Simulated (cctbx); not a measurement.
# A crystallographic session in cctbx: La3ZnSi2Bi3Se14

Library: cctbx 2025.11. The data are simulated by the first script.

## 1. Simulate the data

run.py:

```python
from cctbx import adptbx, crystal, miller, sgtbx, xray
from cctbx.array_family import flex
from iotbx.shelx import hklf
from scitbx import matrix
import scitbx.random

cs = crystal.symmetry(unit_cell=(10.857, 10.857, 6.082, 90, 90, 120), space_group_symbol='Hall: P 3')  # P3
atoms = [  # label, site, U (iso, or U11 U22 U33 U12 U13 U23 in A^2), occupancy
    ("Bi1", (0.9786, 0.5409, 0.2463), (0.0078, 0.0073, 0.0070, 0.0043, -0.0006, -0.0006), 1),
    ("La1", (0.6881, 0.7862, 0.7559), (0.0105, 0.0068, 0.0129, 0.0032, -0.0035, 0.0016), 1),
    ("Se1", (0.8537, 0.0756, 0.4708), (0.0071, 0.0103, 0.0078, 0.0035, 0.0009, -0.0007), 1),
    ("Se2", (0.8135, 0.262, 0.9781), (0.0103, 0.0114, 0.0100, 0.0046, 0.0007, 0.0005), 1),
    ("Se3", (0.5661, 0.7445, 0.2585), (0.0087, 0.0056, 0.0099, 0.0022, -0.0029, -0.0009), 1),
    ("Se4", (0.09, 0.5833, 0.729), (0.0086, 0.0164, 0.0098, 0.0038, -0.0028, 0.0012), 1),
    ("Se5", (0, 0, 0.9846), (0.0107, 0.0107, 0.0074, 0.0053, 0.0000, 0.0000), 1),
    ("Se6", (2/3, 1/3, 0.4666), (0.0099, 0.0099, 0.0124, 0.0050, 0.0000, 0.0000), 1),
    ("Zn1", (1/3, 2/3, 0.4862), (0.0108, 0.0108, 0.0090, 0.0054, 0.0000, -0.0000), 1),
    ("Si1", (0, 0, 0.3392), (0.0211, 0.0211, 0.0161, 0.0105, 0.0000, 0.0000), 1),
    ("Si2", (2/3, 1/3, 0.8408), (0.0149, 0.0149, 0.0131, 0.0075, 0.0000, 0.0000), 1),
]
xs = xray.structure(crystal_symmetry=cs)
for label, site, u, occ in atoms:
    u = adptbx.u_cif_as_u_star(cs.unit_cell(), u) if isinstance(u, tuple) else u
    xs.add_scatterer(xray.scatterer(label, site=site, u=u, occupancy=occ))
xs.set_inelastic_form_factors(0.71073, "sasaki")
xs.show_summary()
p1 = xs.expand_to_p1()
ms = miller.build_set(p1, anomalous_flag=True, d_min=0.84)
flex.set_random_seed(483104)
scitbx.random.set_random_seed(483104)
ms = ms.select(flex.random_double(ms.size()) < 0.7)
i = ms.structure_factors_from_scatterers(p1, algorithm="direct").f_calc().as_intensity_array().data()
i = i / flex.sqrt(1 + 0.3 * i / flex.max(i))  # extinction
i = i * 5000 / flex.max(i)
sig = flex.sqrt(i + flex.pow2(0.02 * i) + 15 ** 2)
noise = scitbx.random.variate(scitbx.random.normal_distribution())(i.size())
data = ms.array(data=i + sig * noise, sigmas=sig).set_observation_type_xray_intensity()
with open("data.hkl", "w") as f:
    data.export_as_shelx_hklf(f)
print("reflections written:", data.size(), " <I/sigma> = %.1f" % flex.mean(data.data() / data.sigmas()))
for h, a, b in list(data.sort("data"))[:12]:
    print("%4d%4d%4d %9.1f %7.1f" % (h + (a, b)))
```

```console
$ python run.py
```

```text
Number of scatterers: 11
At special positions: 5
Unit cell: (10.857, 10.857, 6.082, 90, 90, 120)
Space group: P 3 (No. 143)
reflections written: 3092  <I/sigma> = 14.8
   4  -1  -1    5017.4   123.4
  -1  -3  -1    4969.2   123.4
   3  -4   1    4774.6   115.7
  -4   1   1    4585.9   115.7
   1   3   1    4490.4   115.7
   0  -2  -2    3958.0    99.3
  -1  -3   1    3887.0    99.7
   4  -1   3    3860.8    99.8
   7   4   0    3851.5    99.3
  -2   2  -2    3849.6    99.3
  -3   4   1    3833.9    99.7
  -3   4   3    3795.6    99.8
```

It took 0.21 s on 1 thread of Arm Neoverse V2, on a shared host, peak memory 0.07 GiB.

## 2. Refinement (right model, isotropic)

run.py:

```python
import math
from cctbx import adptbx, crystal, maptbx, sgtbx, xray
from cctbx.array_family import flex
from cctbx.xray import observations
from iotbx.shelx import hklf
from scitbx.lstbx import normal_eqns_solving
from smtbx import absolute_structure, utils
from smtbx.refinement import constraints, least_squares

cs = crystal.symmetry(unit_cell=(10.857, 10.857, 6.082, 90, 90, 120), space_group_symbol='Hall: P 3')  # P3
atoms = [  # label, site, U (iso, or U11 U22 U33 U12 U13 U23 in A^2), occupancy
    ("Bi1", (0.9809, 0.5442, 0.2478), 0.0200, 1),
    ("La1", (0.692, 0.7904, 0.756), 0.0200, 1),
    ("Se1", (0.8525, 0.0744, 0.4663), 0.0200, 1),
    ("Se2", (0.8206, 0.2698, 0.9842), 0.0200, 1),
    ("Se3", (0.5646, 0.7407, 0.2623), 0.0200, 1),
    ("Se4", (0.0927, 0.5838, 0.7165), 0.0200, 1),
    ("Se5", (0, 0, 0.9721), 0.0200, 1),
    ("Se6", (2/3, 1/3, 0.464), 0.0200, 1),
    ("Zn1", (1/3, 2/3, 0.4896), 0.0200, 1),
    ("Si1", (0, 0, 0.3357), 0.0200, 1),
    ("Si2", (2/3, 1/3, 0.8376), 0.0200, 1),
]
xs = xray.structure(crystal_symmetry=cs)
for label, site, u, occ in atoms:
    u = adptbx.u_cif_as_u_star(cs.unit_cell(), u) if isinstance(u, tuple) else u
    xs.add_scatterer(xray.scatterer(label, site=site, u=u, occupancy=occ))
xs.set_inelastic_form_factors(0.71073, "sasaki")
raw = hklf.reader(file_name="data.hkl").as_miller_arrays(crystal_symmetry=cs, anomalous=True)[0]
merged = raw.eliminate_sys_absent().merge_equivalents()
fo2 = merged.array().set_observation_type_xray_intensity()
print("Rint %.3f, %d unique reflections to %.2f A" % (merged.r_int(), fo2.size(), fo2.d_min()))
for sc in xs.scatterers():
    sc.flags.set_grad_site(True)
    sc.flags.set_grad_u_aniso(sc.flags.use_u_aniso())
    sc.flags.set_grad_u_iso(sc.flags.use_u_iso())
obs = fo2.as_xray_observations()
extra = {}
rep = constraints.reparametrisation(xs, [], utils.connectivity_table(xs), **extra)
ls = least_squares.crystallographic_ls(obs, rep, weighting_scheme=least_squares.mainstream_shelx_weighting(a=0, b=0))
print("cycle     R1     wR2    GooF  max shift (A)")
for cycle in range(8):
    ls.build_up()
    r1, wr2, goof = ls.r1_factor(cutoff_factor=2)[0], ls.wR2(), ls.goof()
    old = xs.sites_cart()
    normal_eqns_solving.levenberg_marquardt_iterations(ls, n_max_iterations=3, tau=1e-06, step_threshold=1e-7)
    big = flex.max((xs.sites_cart() - old).norms())
    print("%4d %7.4f %7.4f %7.3f %9.5f" % (cycle + 1, r1, wr2, goof, big))
    ls.build_up(objective_only=True)
    if abs(ls.wR2() - wr2) < 5e-5 and big < 5e-4:
        break
ls.build_up()
print("final R1 %.4f wR2 %.4f GooF %.3f  parameters %d  data/parameter %.1f" % (ls.r1_factor(cutoff_factor=2)[0], ls.wR2(), ls.goof(), ls.n_parameters, fo2.size() / ls.n_parameters))
cov = ls.covariance_matrix_and_annotations()
su = dict(zip(cov.annotations, (math.sqrt(max(v, 0)) for v in cov.matrix.matrix_packed_u_diagonal())))
a2 = cs.unit_cell().reciprocal_parameters()[0] ** -2
print("atom        x        y        z      Ueq    occ   su(xyz)  su(Uiso or U11)")
for sc in xs.scatterers():
    s = max(su.get(sc.label + k, 0) for k in (".x", ".y", ".z"))
    npd = "" if sc.is_positive_definite_u(cs.unit_cell()) else "  NPD"
    print("%-5s %8.5f %8.5f %8.5f %8.4f %6.3f %8.5f %7.4f%s" % ((sc.label,) + sc.site + (sc.u_iso_or_equiv(cs.unit_cell()), sc.occupancy, s, su.get(sc.label + ".uiso", su.get(sc.label + ".u11", 0) * a2), npd)))
fo = fo2.f_sq_as_f()
fc = fo.structure_factors_from_scatterers(xs, algorithm="direct").f_calc()
diff = fo.f_obs_minus_f_calc(1 / math.sqrt(ls.scale_factor()), fc).average_bijvoet_mates()
m = diff.fft_map(symmetry_flags=maptbx.use_space_group_symmetry, resolution_factor=0.25).apply_volume_scaling()
print("difference map: max %.2f min %.2f rms %.2f" % (m.statistics().max(), m.statistics().min(), m.statistics().sigma()))
peaks = m.peak_search(parameters=maptbx.peak_search_parameters(min_distance_sym_equiv=0.6, max_clusters=6)).all()
near = xs.closest_distances(peaks.sites(), distance_cutoff=4)
sps = cs.special_position_settings(min_distance_sym_equiv=0.5)
for k, (x, h) in enumerate(zip(peaks.sites(), peaks.heights())):
    ss = sps.site_symmetry(x)
    print("Q%-3d %7.4f %7.4f %7.4f %4d %7.2f  %.2f A from %s" % ((k + 1,) + tuple(t % 1 for t in ss.exact_site()) + (ss.multiplicity(), h, near.smallest_distances[k], xs.scatterers()[near.i_seqs[k]].label)))
```

```console
$ python run.py
```

```text
Rint 0.031, 1428 unique reflections to 0.84 A
cycle     R1     wR2    GooF  max shift (A)
   1  0.1204  0.2323   5.648   0.08833
   2  0.0310  0.0601   1.461   0.00983
   3  0.0294  0.0570   1.386   0.00477
   4  0.0293  0.0567   1.379   0.00213
   5  0.0292  0.0567   1.378   0.00092
   6  0.0292  0.0566   1.377   0.00068
   7  0.0292  0.0566   1.376   0.00051
   8  0.0292  0.0566   1.376   0.00038
final R1 0.0292 wR2 0.0566 GooF 1.376  parameters 34  data/parameter 42.0
atom        x        y        z      Ueq    occ   su(xyz)  su(Uiso or U11)
Bi1    0.97858  0.54091  0.24548   0.0063  1.000  0.00009  0.0001
La1    0.68807  0.78611  0.75524   0.0105  1.000  0.00014  0.0002
Se1    0.85364  0.07561  0.47012   0.0079  1.000  0.00024  0.0003
Se2    0.81364  0.26210  0.97768   0.0100  1.000  0.00025  0.0003
Se3    0.56633  0.74473  0.25808   0.0091  1.000  0.00027  0.0004
Se4    0.09030  0.58356  0.72866   0.0114  1.000  0.00029  0.0004
Se5    0.00000  0.00000  0.98318   0.0092  1.000  0.00042  0.0005
Se6    0.66667  0.33333  0.46707   0.0100  1.000  0.00042  0.0006
Zn1    0.33333  0.66667  0.48462   0.0093  1.000  0.00067  0.0005
Si1    0.00000  0.00000  0.33778   0.0182  1.000  0.00140  0.0018
Si2    0.66667  0.33333  0.83837   0.0145  1.000  0.00130  0.0017
difference map: max 2.47 min -2.04 rms 0.37
Q1    0.1337  0.3423  0.8205    3    2.71  0.54 A from La1
Q2    0.0632  0.2787  0.6928    3    2.47  0.53 A from La1
Q3    0.1081  0.5434  0.7031    3    1.78  0.58 A from Se4
Q4    0.1754  0.1546  0.4871    3    1.67  0.56 A from Se1
Q5    0.0888  0.6394  0.7441    3    1.54  0.62 A from Se4
Q6    0.1325  0.3924  0.2198    3    1.50  0.53 A from Se3
```

Time: 0.6 s.

## 3. Refinement (right model, anisotropic)

run.py, as its changes from the last script of this kind:

```diff
@@ -12,11 +12,11 @@
-    ("Bi1", (0.9809, 0.5442, 0.2478), 0.0200, 1),
-    ("La1", (0.692, 0.7904, 0.756), 0.0200, 1),
-    ("Se1", (0.8525, 0.0744, 0.4663), 0.0200, 1),
-    ("Se2", (0.8206, 0.2698, 0.9842), 0.0200, 1),
-    ("Se3", (0.5646, 0.7407, 0.2623), 0.0200, 1),
-    ("Se4", (0.0927, 0.5838, 0.7165), 0.0200, 1),
-    ("Se5", (0, 0, 0.9721), 0.0200, 1),
-    ("Se6", (2/3, 1/3, 0.464), 0.0200, 1),
-    ("Zn1", (1/3, 2/3, 0.4896), 0.0200, 1),
-    ("Si1", (0, 0, 0.3357), 0.0200, 1),
-    ("Si2", (2/3, 1/3, 0.8376), 0.0200, 1),
+    ("Bi1", (0.97858, 0.54091, 0.24548), 0.0063, 1),
+    ("La1", (0.68807, 0.78611, 0.75524), 0.0105, 1),
+    ("Se1", (0.85364, 0.07561, 0.47012), 0.0079, 1),
+    ("Se2", (0.81364, 0.2621, 0.97768), 0.0100, 1),
+    ("Se3", (0.56633, 0.74473, 0.25808), 0.0091, 1),
+    ("Se4", (0.0903, 0.58356, 0.72866), 0.0114, 1),
+    ("Se5", (0, 0, 0.98318), 0.0092, 1),
+    ("Se6", (2/3, 1/3, 0.46707), 0.0100, 1),
+    ("Zn1", (1/3, 2/3, 0.48462), 0.0093, 1),
+    ("Si1", (0, 0, 0.33778), 0.0182, 1),
+    ("Si2", (2/3, 1/3, 0.83837), 0.0145, 1),
@@ -28,0 +29 @@
+xs.convert_to_anisotropic()
@@ -61,0 +63,4 @@
+fc = fo2.structure_factors_from_scatterers(xs, algorithm="direct").f_calc()
+absolute_structure.flack_analysis(xs, fo2.as_xray_observations()).show()
+h = absolute_structure.hooft_analysis(fo2, fc, scale_factor=ls.scale_factor())
+print("Hooft y: %.3f(%.0f)  Bijvoet pairs: %d" % (h.hooft_y, 1000 * h.sigma_y, h.n_bijvoet_pairs))
```

```console
$ python run.py
```

```text
Rint 0.031, 1428 unique reflections to 0.84 A
cycle     R1     wR2    GooF  max shift (A)
   1  0.0292  0.0566   1.393   0.00405
   2  0.0220  0.0429   1.056   0.00081
   3  0.0220  0.0429   1.056   0.00062
   4  0.0220  0.0429   1.056   0.00047
final R1 0.0220 wR2 0.0429 GooF 1.056  parameters 69  data/parameter 20.7
atom        x        y        z      Ueq    occ   su(xyz)  su(Uiso or U11)
Bi1    0.97861  0.54084  0.24565   0.0062  1.000  0.00007  0.0003
La1    0.68816  0.78605  0.75532   0.0105  1.000  0.00011  0.0004
Se1    0.85357  0.07546  0.47026   0.0078  1.000  0.00018  0.0006
Se2    0.81346  0.26190  0.97759   0.0100  1.000  0.00019  0.0006
Se3    0.56604  0.74457  0.25760   0.0085  1.000  0.00021  0.0007
Se4    0.09022  0.58339  0.72799   0.0119  1.000  0.00023  0.0007
Se5    0.00000  0.00000  0.98343   0.0088  1.000  0.00032  0.0006
Se6    0.66667  0.33333  0.46683   0.0104  1.000  0.00033  0.0007
Zn1    0.33333  0.66667  0.48443   0.0093  1.000  0.00055  0.0006
Si1    0.00000  0.00000  0.33730   0.0185  1.000  0.00107  0.0022
Si2    0.66667  0.33333  0.83881   0.0138  1.000  0.00099  0.0020
Flack x: 0.015(8)
Hooft y: 0.009(7)  Bijvoet pairs: 695
difference map: max 1.03 min -1.33 rms 0.28
Q1    0.5555  0.3631  0.7288    3    1.06  1.55 A from Si2
Q2    0.4455  0.0569  0.7566    3    1.01  1.92 A from Se4
Q3    0.0119  0.5929  0.3940    3    0.99  1.03 A from Bi1
Q4    0.3817  0.2817  0.7790    3    0.95  1.95 A from Se2
Q5    0.5773  0.1545  0.5019    3    0.92  1.69 A from Se6
Q6    0.0047  0.1198  0.2165    3    0.91  1.47 A from Si1
```

Time: 0.45 s.

## 4. Refinement

run.py, as its changes from the last script of this kind:

```diff
@@ -21,2 +21 @@
-    ("Si1", (0, 0, 0.33778), 0.0182, 1),
-    ("Si2", (2/3, 1/3, 0.83837), 0.0145, 1),
+    ("Si1", (2/3, 1/3, 0.83837), 0.0145, 1),
@@ -43 +42 @@
-for cycle in range(8):
+for cycle in range(12):
@@ -63,4 +61,0 @@
-fc = fo2.structure_factors_from_scatterers(xs, algorithm="direct").f_calc()
-absolute_structure.flack_analysis(xs, fo2.as_xray_observations()).show()
-h = absolute_structure.hooft_analysis(fo2, fc, scale_factor=ls.scale_factor())
-print("Hooft y: %.3f(%.0f)  Bijvoet pairs: %d" % (h.hooft_y, 1000 * h.sigma_y, h.n_bijvoet_pairs))
```

```console
$ python run.py
```

```text
Rint 0.031, 1428 unique reflections to 0.84 A
cycle     R1     wR2    GooF  max shift (A)
   1  0.0431  0.0857   2.109   0.00354
   2  0.0386  0.0767   1.886   0.00209
   3  0.0386  0.0767   1.886   0.00148
   4  0.0386  0.0767   1.885   0.00106
   5  0.0386  0.0767   1.885   0.00076
   6  0.0386  0.0767   1.885   0.00055
   7  0.0386  0.0767   1.885   0.00040
final R1 0.0386 wR2 0.0767 GooF 1.885  parameters 66  data/parameter 21.6
atom        x        y        z      Ueq    occ   su(xyz)  su(Uiso or U11)
Bi1    0.97857  0.54085  0.24560   0.0063  1.000  0.00013  0.0005
La1    0.68816  0.78602  0.75518   0.0106  1.000  0.00020  0.0008
Se1    0.85373  0.07544  0.47003   0.0075  1.000  0.00033  0.0010
Se2    0.81356  0.26223  0.97783   0.0099  1.000  0.00034  0.0011
Se3    0.56597  0.74452  0.25785   0.0084  1.000  0.00037  0.0012
Se4    0.09026  0.58321  0.72859   0.0120  1.000  0.00041  0.0013
Se5    0.00000  0.00000  0.98340   0.0087  1.000  0.00056  0.0011
Se6    0.66667  0.33333  0.46675   0.0100  1.000  0.00058  0.0012
Zn1    0.33333  0.66667  0.48470   0.0097  1.000  0.00098  0.0011
Si1    0.66667  0.33333  0.83683   0.0145  1.000  0.00175  0.0036
difference map: max 16.90 min -1.70 rms 0.48
Q1    0.0000  0.0000  0.3363    1   16.93  2.15 A from Se5
Q2    0.6667  0.3333  0.6616    1    9.22  1.07 A from Si1
Q3    0.6667  0.3333  0.1370    1    3.03  1.83 A from Si1
Q4    0.0189  0.4622  0.1603    3    2.49  1.25 A from Bi1
Q5    0.1052  0.0413  0.1861    3    1.35  1.59 A from Se5
Q6    0.1231  0.7493  0.3730    3    1.31  1.43 A from Se3
```

Time: 0.54 s.

This run holds a fault made on purpose: atom left out: Si1.

## 5. Refinement

run.py, as its changes from the last script of this kind:

```diff
@@ -21 +21,2 @@
-    ("Si1", (2/3, 1/3, 0.83837), 0.0145, 1),
+    ("Si1", (0, 0, 0.33778), 0.0182, 1),
+    ("Si2", (2/3, 1/3, 0.83837), 0.0145, 1),
@@ -30 +31 @@
-merged = raw.eliminate_sys_absent().merge_equivalents()
+merged = raw.eliminate_sys_absent().resolution_filter(d_min=2).merge_equivalents()
```

```console
$ python run.py
```

```text
Rint 0.022, 102 unique reflections to 2.02 A
cycle     R1     wR2    GooF  max shift (A)
   1  0.0197  0.0435   2.504   0.01788
   2  0.0092  0.0199   1.149   0.00575
   3  0.0090  0.0194   1.117   0.00494
   4  0.0089  0.0191   1.101   0.00397
   5  0.0087  0.0189   1.089   0.00406
   6  0.0087  0.0187   1.077   0.00422
   7  0.0086  0.0185   1.065   0.00423
   8  0.0086  0.0183   1.053   0.00400
   9  0.0086  0.0180   1.040   0.00393
  10  0.0086  0.0178   1.026   0.00374
  11  0.0085  0.0175   1.011   0.00351
  12  0.0084  0.0173   0.996   0.00352
final R1 0.0083 wR2 0.0171 GooF 0.984  parameters 69  data/parameter 1.5
atom        x        y        z      Ueq    occ   su(xyz)  su(Uiso or U11)
Bi1    0.97964  0.54213  0.24570   0.0156  1.000  0.00506  0.0255
La1    0.68984  0.78946  0.75552   0.0256  1.000  0.00525  0.0537  NPD
Se1    0.84982  0.07276  0.46931   0.0121  1.000  0.01028  0.0542  NPD
Se2    0.81215  0.26345  0.97513   0.0081  1.000  0.01108  0.0584  NPD
Se3    0.56447  0.73994  0.25780   0.0420  1.000  0.00957  0.0745  NPD
Se4    0.08936  0.58219  0.72813   0.0124  1.000  0.00896  0.0628  NPD
Se5    0.00000  0.00000  0.98098  -0.0200  1.000  0.02145  0.0682  NPD
Se6    0.66667  0.33333  0.47217  -0.0118  1.000  0.01727  0.0872  NPD
Zn1    0.33333  0.66667  0.48410   0.0244  1.000  0.02406  0.0448  NPD
Si1    0.00000  0.00000  0.33640   0.0549  1.000  0.04693  0.2087  NPD
Si2    0.66667  0.33333  0.83738   0.0771  1.000  0.05855  0.2141
difference map: max 0.11 min -0.07 rms 0.02
Q1    0.3333  0.6667  0.9321    1    0.11  2.64 A from Se4
Q2    0.1688  0.6626  0.6231    3    0.06  1.08 A from Se4
Q3    0.0606  0.5912  0.0368    3    0.06  1.48 A from Bi1
Q4    0.4416  0.3473  0.5267    3    0.05  1.93 A from Bi1
Q5    0.3820  0.3168  0.7426    3    0.05  1.90 A from Se4
Q6    0.4079  0.0302  0.6860    3    0.04  1.93 A from La1
```

Time: 0.74 s.

This run holds a fault made on purpose: data cut at low resolution.

## 6. Refinement

run.py, as its changes from the last script of this kind:

```diff
@@ -12 +12 @@
-    ("Bi1", (0.97858, 0.54091, 0.24548), 0.0063, 1),
+    ("Tb1", (0.97858, 0.54091, 0.24548), 0.0063, 1),
@@ -31 +31 @@
-merged = raw.eliminate_sys_absent().resolution_filter(d_min=2).merge_equivalents()
+merged = raw.eliminate_sys_absent().merge_equivalents()
```

```console
$ python run.py
```

```text
Rint 0.031, 1428 unique reflections to 0.84 A
cycle     R1     wR2    GooF  max shift (A)
   1  0.0813  0.1594   3.924   0.00865
   2  0.0504  0.1044   2.571   0.00278
   3  0.0504  0.1044   2.571   0.00122
   4  0.0504  0.1044   2.571   0.00054
   5  0.0504  0.1044   2.571   0.00024
final R1 0.0504 wR2 0.1044 GooF 2.571  parameters 69  data/parameter 20.7
atom        x        y        z      Ueq    occ   su(xyz)  su(Uiso or U11)
Tb1    0.97852  0.54083  0.24586  -0.0019  1.000  0.00020  0.0006  NPD
La1    0.68793  0.78604  0.75557   0.0154  1.000  0.00028  0.0011
Se1    0.85349  0.07581  0.46953   0.0128  1.000  0.00044  0.0014
Se2    0.81353  0.26218  0.97696   0.0153  1.000  0.00047  0.0015
Se3    0.56625  0.74475  0.25715   0.0138  1.000  0.00050  0.0017
Se4    0.09048  0.58341  0.72753   0.0173  1.000  0.00055  0.0017
Se5    0.00000  0.00000  0.98468   0.0151  1.000  0.00080  0.0016
Se6    0.66667  0.33333  0.46703   0.0156  1.000  0.00080  0.0016
Zn1    0.33333  0.66667  0.48438   0.0147  1.000  0.00130  0.0016
Si1    0.00000  0.00000  0.33827   0.0255  1.000  0.00278  0.0054
Si2    0.66667  0.33333  0.83658   0.0193  1.000  0.00231  0.0052
difference map: max 2.93 min -1.93 rms 0.47
Q1    0.4440  0.3845  0.2587    3    2.96  0.52 A from Tb1
Q2    0.5027  0.4562  0.2981    3    2.52  0.52 A from Tb1
Q3    0.0000  0.5741  0.2000    3    2.14  0.42 A from Tb1
Q4    0.1037  0.3134  0.2781    3    1.80  1.15 A from Se3
Q5    0.4388  0.0595  0.7466    3    1.55  1.93 A from Se2
Q6    0.1492  0.2994  0.5113    3    1.49  1.62 A from La1
```

It took 0.5 s on 1 thread of Arm Neoverse V2, with other jobs on the host, peak memory 0.09 GiB.

This run holds a fault made on purpose: wrong element: Tb1 is Bi.

[Logs are printed without paths, hosts, clocks, repeated set-up lines and the standing remarks that a program may print on its own settings, such as how far it seeks lower states.]
